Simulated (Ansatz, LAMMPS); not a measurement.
# Gap against volume in amorphous polyisobutylene (as short chains C10H22), from a frame at 250 K, (128 atoms)

Density of this cell: 0.881 g/cm³. The cell holds 128 atoms: 40 C and 88 H. Cell: a = 10.067 Å, b = 10.286 Å, c = 10.367 Å, α = 90.1°, β = 90.9°, γ = 89.1°. The starting structure: 4 polyisobutylene chains of 2 units with methyl end groups placed at random, at 0.886 g/cm³; overlaps pushed apart, then 20 ps at 800 K with MMFF94 bonds, angles, torsions, charges and radii (Halgren, J. Comput. Chem. 17, 490 (1996)) in harmonic and 12-6 forms. Snapshot after 30 ps at 250 K and fixed volume.

Calculated with Ansatz 0.2.0: Kohn-Sham DFT, PBE+D4, PAW (set soft_2), plane waves; cutoff 420 eV, Γ point, fixed occupations. The relaxed cell was scaled evenly and the atoms were relaxed at each volume. The gap is that between the highest filled and the lowest empty Kohn-Sham level on the run's k-points.

| volume (Å³/atom) | gap (eV) |
| --- | --- |
| 7.5465 | 6.065 |
| 7.8819 | 5.994 |
| 8.1334 | 5.939 |
| 8.3850 | 5.896 |
| 8.6365 | ? |
| 8.8881 | 5.804 |

Task: Fit a straight line in ln V to the rows given and interpolate to the withheld row.

**Working.**

A volume deformation potential makes the spacing linear in u = ln(V/V0), with V0 = 8.3850 Å³ the relaxed volume; v is the spacing.

```
u = ln(V/V0)  v (eV)
   -0.105360  6.0648
  -0.0618756  5.9943
  -0.0304596  5.9386
           0  5.8957
   0.0582680  5.8045
```

With n = 5: mean u = -0.0278854, mean v = 5.93958, Σ(u − ū)² = 0.015364, Σ(u − ū)(v − v̄) = -0.024420. Slope b = -0.024420 / 0.015364 = -1.5894; intercept a = v̄ − b ū = 5.8953.

At the withheld volume u = 0.02956, and v = a + b u.

Prediction at 8.6365: 5.848 eV. The run gave 5.856 eV, so the fit is low by 0.0074 eV (0.13 % of the value).

The slope, -1.59 eV, says that the spacing narrows on expansion. Among the rows given, the largest miss of the fit is at 8.1334, by 0.0051 eV (1.9 % of the range of the table).

Limits: The table spans 16 % in volume, wide for a linear law. Semilocal functionals tend to put gaps under measured ones. Only the Γ point is sampled. Defect or tail levels can set the spacing of a disordered cell.

[Logs are printed without paths, hosts, clocks, repeated set-up lines and the standing remarks that a program may print on its own settings, such as how far it seeks lower states.]

[Hosts, paths, dates, database ids (printed as entryN), source tags and the programs' standing remarks are cut or masked in the printed files.]

[The MMFF94 radii named for the starting cell were scaled by 0.96; in molecules described by MMFF94, hydrogen bound to N, O or S took a small fixed 12-6 site in their place.]
